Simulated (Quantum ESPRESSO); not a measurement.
# Work function of Mo(110) against the slab's thickness (PBEsol, Quantum ESPRESSO)

How thick must a slab of Mo(110) be for a steady work function?

All values are computed: Quantum ESPRESSO 7.5, PBEsol, plane waves, scalar-relativistic unless marked; slabs or sheets with vacuum, the vacuum level from the planar mean of the electrostatic potential. 1×1 cells on a fixed bulk lattice, outer layers relaxed.

| layers | thickness (Å) | work function (eV) |
| --- | --- | --- |
| 4 | 6.4 | 4.70 |
| 5 | ? | ? |
| 6 | 10.8 | 4.67 |
| 7 | 13 | 4.66 |

**Fit.** The shown values lie within 0.02 eV of their mean, 4.68 eV, drifting one way as the slab thickens. The mean serves as the estimate. Confinement across the slab splits the bands into subbands, and the work function moves a little each time one crosses the Fermi level.

**The withheld row.** The prediction is the mean = 4.68 eV. The run gave thickness 8.6 Å, work function 4.62 eV. The miss in work function is -0.06 eV, more than the scatter of the fitted rows, so the form of the fit is only rough there.

The k-mesh adds scatter of its own.
